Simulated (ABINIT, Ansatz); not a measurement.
# A GW run on KNa3H4 (Pm-3m) in ABINIT, with inputs changed, part 2 of 2

A base run on KNa3H4 (Pm-3m), then changed inputs.

ABINIT 10.8.3; LDA and many-body steps on it, plane waves. Known limits of the many-body steps: not at the basis limit; coarse k mesh.

So far. Step 2 (Screening, 2×2×2 mesh, 108 bands, screening to 114.3 eV): Local fields lower ε∞ by 11 %. On a Γ-centred mesh this coarse the value itself is usually too large, while a short band sum pulls it down. Step 3 (Base): The gap on the mesh goes from 2.59 eV to 4.74 eV, a correction of +2.15 eV.

### 4. Smaller part of the screening matrix

Level of this step: G0W0 on LDA, plane waves, norm-conserving pseudopotentials (ABINIT).

run.abi reads:

```
acell 3*1.0 Angstrom
rprim 
  5.118641000000 0.000000000000 0.000000000000
  0.000000000000 5.118641000000 0.000000000000
  0.000000000000 0.000000000000 5.118641000000
ntypat 3
znucl 19 11 1
natom 8
typat 1 2 2 2 3 3 3 3
xred 
  0.500000000000 0.500000000000 0.500000000000
  -0.000000000000 -0.000000000000 0.500000000000
  -0.000000000000 0.500000000000 -0.000000000000
  0.500000000000 -0.000000000000 -0.000000000000
  -0.000000000000 -0.000000000000 -0.000000000000
  0.500000000000 0.500000000000 -0.000000000000
  0.500000000000 -0.000000000000 0.500000000000
  -0.000000000000 0.500000000000 0.500000000000
pp_dirpath "pseudos"
pseudos "K.upf, Na.upf, H.upf"
ecut 38
ngkpt 2 2 2
nshiftk 1
shiftk 0 0 0
kptopt 1
chksymbreak 0
istwfk *1
occopt 1
irdwfk 1
optdriver 4
nband 108
gwcalctyp 0
ecutsigx 38
symsigma 1
nkptgw 3
kptgw 
  0.5000000000 0.0000000000 0.0000000000
  0.5000000000 0.5000000000 0.5000000000
  0.0000000000 0.0000000000 0.0000000000
bdgw 
  19 22
  18 23
  18 23
ecuteps 2.1
irdscr 1
ppmodel 1
indata_prefix "in"
outdata_prefix "out"
tmpdata_prefix "tmp"
```

The run is started by

```
$ OMP_NUM_THREADS=1 mpirun -n 4 abinit run.abi > log
```

The program printed:

```text
.Version 10.8.3 of ABINIT. v10.8.2 released Aug 2026.

 Symmetries : space group Pm -3 m (#221); Bravais cP (primitive cubic)
[... echo of the input left out ...]
== DATASET  1 ==================================================================
-   mpi_nproc: 4, omp_nthreads: 1 (-1 if OMP is not activated)

--- !DatasetInfo
iteration_state: {dtset: 1, }
dimensions: {natom: 8, nkpt: 4, mband: 108, nsppol: 1, nspinor: 1, nspden: 1, mpw: 10131, }
cutoff_energies: {ecut:  38.0, pawecutdg:  -1.0, }
electrons: {nelect:   4.00000000E+01, charge:   0.00000000E+00, occopt:   1.00000000E+00, tsmear:   1.00000000E-02, }

 SIGMA: Calculation of the GW corrections

 Based on a program developped by R.W. Godby, V. Olevano, G. Onida, and L. Reining.
 Incorporated in ABINIT by V. Olevano, G.-M. Rignanese, and M. Torrent.
.Using double precision arithmetic ; gwpc =  8

[... cell and pseudopotentials left out ...]
--------------------------------------------------------------------------------

 ==== K-mesh for the wavefunctions ====
 Number of points in the irreducible wedge :     4
[... list of points left out ...]
 Together with 48 symmetry operations and time-reversal symmetry
 yields     8 points in the full Brillouin Zone.

 ==== Q-mesh for screening function ====
 Number of points in the irreducible wedge :     4
[... list of points left out ...]
 Together with 48 symmetry operations and time-reversal symmetry
 yields     8 points in the full Brillouin Zone.

 vcoul_init : cutoff-mode = AUXILIARY_FUNCTION
 q-points for optical limit:   1
     1)      0.000010    0.000020    0.000030
 setmesh: FFT mesh size selected  =    54x   54x   54
          total number of points  =       157464

 Number of electrons calculated from density =   40.0000; Expected =   40.0000
[...]
number of plane-waves for wavefunctions         10131
 number of bands                                   108
 number of q-points in IBZ                           4
 number of frequencies                               2
 number of real frequencies                          1
 number of imag frequencies                          1

 matrix elements of self-energy operator (all in [eV])

 Perturbative Calculation

--- !SelfEnergy_ee
iteration_state: {dtset: 1, }
kpoint     : [   0.500,    0.000,    0.000, ]
spin       : 1
KS_gap     :    4.568
QP_gap     :    6.727
Delta_QP_KS:    2.159
data: !SigmaeeData |
     Band     E0 <VxcDFT>   SigX SigC(E0)      Z dSigC/dE  Sig(E)    E-E0       E
       19  -0.709 -10.108 -13.385   1.992   0.752  -0.329 -11.075  -0.967  -1.676
       20  -0.233 -10.290 -13.490   1.920   0.761  -0.313 -11.264  -0.974  -1.208
       21   4.334  -7.735  -3.146  -3.145   0.820  -0.219  -6.550   1.185   5.519
[...]
--- !SelfEnergy_ee
iteration_state: {dtset: 1, }
kpoint     : [   0.500,    0.500,    0.500, ]
spin       : 1
KS_gap     :    3.160
QP_gap     :    5.301
Delta_QP_KS:    2.141
data: !SigmaeeData |
     Band     E0 <VxcDFT>   SigX SigC(E0)      Z dSigC/dE  Sig(E)    E-E0       E
[...]
--- !SelfEnergy_ee
iteration_state: {dtset: 1, }
kpoint     : [   0.000,    0.000,    0.000, ]
spin       : 1
KS_gap     :    4.495
QP_gap     :    6.489
Delta_QP_KS:    1.994
data: !SigmaeeData |
     Band     E0 <VxcDFT>   SigX SigC(E0)      Z dSigC/dE  Sig(E)    E-E0       E
[...]
22   4.019  -7.703  -3.435  -3.003   0.827  -0.210  -6.657   1.045   5.065
       23   4.019  -7.703  -3.435  -3.003   0.827  -0.210  -6.657   1.045   5.065

== END DATASET(S) ==============================================================
================================================================================

 -outvars: echo values of variables after computation  --------
           etotal      0.0000000000E+00
            nband         108
             nkpt           4
          spgroup         221
 [... the other variables as echoed above ...]

 Calculation completed.
```

Run time: 5.7 s. Hardware: 4 MPI ranks of Arm Neoverse V2, shared host; peak memory 1.1 GiB.

This step gave:

- G0W0 gap on the points computed: 4.657 eV
- starting gap on the mesh: 2.594 eV
- k of the valence top: 0.5, 0, 0
- k of the conduction bottom: 0.5, 0.5, 0.5
- Z at the valence top: 0.761
- Z at the conduction bottom: 0.822
- least direct G0W0 gap on the computed points: 5.301 eV

### 5. Point off the mesh

Edit run.abi of step 4 so:

```diff
@@ -34,12 +34,8 @@
 symsigma 1
-nkptgw 3
+nkptgw 1
 kptgw 
-  0.5000000000 0.0000000000 0.0000000000
-  0.5000000000 0.5000000000 0.5000000000
-  0.0000000000 0.0000000000 0.0000000000
+  0.137 0.291 0
 bdgw 
-  19 22
-  18 23
-  18 23
-ecuteps 2.1
+  20 21
+ecuteps 4.2
 irdscr 1
```

The program printed:

```text
.Version 10.8.3 of ABINIT. v10.8.2 released Aug 2026.

 Symmetries : space group Pm -3 m (#221); Bravais cP (primitive cubic)
================================================================================
 Values of the parameters that define the memory need of the present run
     intxc =       0    ionmov =       0      iscf =       7    lmnmax =       6
     lnmax =       6     mgfft =      54  mpssoang =       3    mqgrid =    3001
     natom =       8  nloc_mem =       1    nspden =       1   nspinor =       1
    nsppol =       1      nsym =      48    n1xccc =    2501    ntypat =       3
    occopt =       1   xclevel =       1
-    mband =         108        mffmem =           1         mkmem =           1
       mpw =       10131          nfft =      157464          nkpt =           4
================================================================================
  Rough estimation (10% accuracy) of disk space for files :
================================================================================

--------------------------------------------------------------------------------
------------- Echo of variables that govern the present computation ------------
--------------------------------------------------------------------------------
 -outvars: echo values of preprocessed input variables --------
            acell      1.8897261259E+00  1.8897261259E+00  1.8897261259E+00 Bohr

             bdgw          20      21
      chksymbreak           0
             ecut      3.80000000E+01 Hartree
          ecuteps      4.20000000E+00 Hartree
         ecutsigx      3.80000000E+01 Hartree
          ecutwfn      3.80000000E+01 Hartree
-          fftalg         312
           irdscr           1
           irdwfk           1

              ixc       -1012
[...]
--- l  ekb(1:nproj) -->
[...]
pspatm: atomic psp has been read  and splines computed

- Na Generated using ONCVPSP code by D. R. Hamann
- 11.00000   9.00000  180309                  znucl, zion, pspdat
12 -1012 1 -1 1968                            pspcod,pspxc,lmax,lloc,mmax
     nproj     2     2     0
  pspatm : epsatm=    9.37365322
         --- l  ekb(1:nproj) -->
[...]
1   -6.796556   -2.419774
 pspatm: atomic psp has been read  and splines computed

- H Generated using ONCVPSP code by D. R. Hamann
-  1.00000   1.00000  180309                  znucl, zion, pspdat
12 -1012 1 -1 1180                            pspcod,pspxc,lmax,lloc,mmax
     nproj     2     1     0
  pspatm : epsatm=    0.35439867
         --- l  ekb(1:nproj) -->
             0   -1.665338   -0.519510
             1   -0.275071
 pspatm: atomic psp has been read  and splines computed

   1.51023852E+03                                ecore*ucvol(ha*bohr**3)
--------------------------------------------------------------------------------

 ==== K-mesh for the wavefunctions ====
 Number of points in the irreducible wedge :     4
 Reduced coordinates and weights :

     1)     0.00000000E+00  0.00000000E+00  0.00000000E+00       0.12500
     2)     5.00000000E-01  0.00000000E+00  0.00000000E+00       0.37500
     3)     5.00000000E-01  5.00000000E-01  0.00000000E+00       0.37500
     4)     5.00000000E-01  5.00000000E-01  5.00000000E-01       0.12500

 Together with 48 symmetry operations and time-reversal symmetry
 yields     8 points in the full Brillouin Zone.

--- !ERROR
message: |
    k-point [ 1.3700E-01,  2.9100E-01,  0.0000E+00]  not in the list of k points treated in the preparatory SCF run.
     Change kptgw, or shiftk of previous run.

--- !ERROR
message: |
    k-point [ 1.3700E-01,  2.9100E-01,  0.0000E+00]  not in the list of k points treated in the preparatory SCF run.
     Change kptgw, or shiftk of previous run.

--- from the log ---
k-point [ 1.3700E-01,  2.9100E-01,  0.0000E+00]  not in the list of k points treated in the preparatory SCF run.
     Change kptgw, or shiftk of previous run.
```

Elapsed: 2 s, on 4 MPI ranks; peak memory 0.06 GiB.

The run stopped with an error after 2 s.

The program's words: k-point [ 1.3700E-01,  2.9100E-01,  0.0000E+00]  not in the list of k points treated in the preparatory SCF run. Change kptgw, or shiftk of previous run.

The fault put into this input: point off the mesh.

### 6. Side by side

Times are wall times on 4 MPI ranks of Arm Neoverse V2, shared host, good to a factor of about two. A run's time includes the screening step that it read.

| run | mesh | bands | screening cutoff (eV) | DFT gap (eV) | gap on the mesh (eV) | direct (eV) | ε∞ used | time |
| --- | --- | --- | --- | --- | --- | --- | --- | --- |
| base | 2×2×2 | 108 | 114.3 | 2.594 | 4.743 | 5.369 | 3.28 | 30 s |
| smaller part of the screening matrix | 2×2×2 | 108 | 57.1 | 2.594 | 4.657 | 5.301 | 3.28 | 22 s |

### 7. Outcome

```
base                                 : 4.743 eV
smaller part of the screening matrix : 4.657 eV
known limits                         : not at the basis limit; coarse k mesh
```

What this shows: Smaller part of the screening matrix: −0.086 eV against base (keys changed: ecuteps). Bands and cutoff are finite, so the gap is not at the basis limit. The miss can reach some tenths of an eV and take either sign; the mesh is an error of its own. In the first G0W0 run levels were corrected at 3 k points alone, so a gap called «on the mesh» is the least over those, and an edge elsewhere would be missed. The 2×2×2 mesh is coarse for this cell, which bears on the long-range parts of exchange and screening.

[Paths, hosts, dates, memory and timing lines, banners, echoed tables and standing remarks are left out of the program output.]

[Logs are printed without paths, hosts, clocks, repeated set-up lines and the standing remarks that a program may print on its own settings, such as how far it seeks lower states.]

[Runs of the session that timed out or met a known fault of the program may be left out.]

[No measured gap is set beside runs whose start may be inverted or whose files or cutoffs have a known fault.]

[Hosts, paths, dates, database ids (printed as entryN), source tags and the programs' standing remarks are cut or masked in the printed files.]

[G0W0 gaps are taken among the corrected bands and points alone; a level outside them can change the order at an edge.]

[Where Ansatz stands beside ABINIT at settings called matched, ABINIT's density can come from a denser mesh and the files from another edition; pairs whose starting gaps differed by over 0.03 eV were left out, so agreement reads better than it is.]
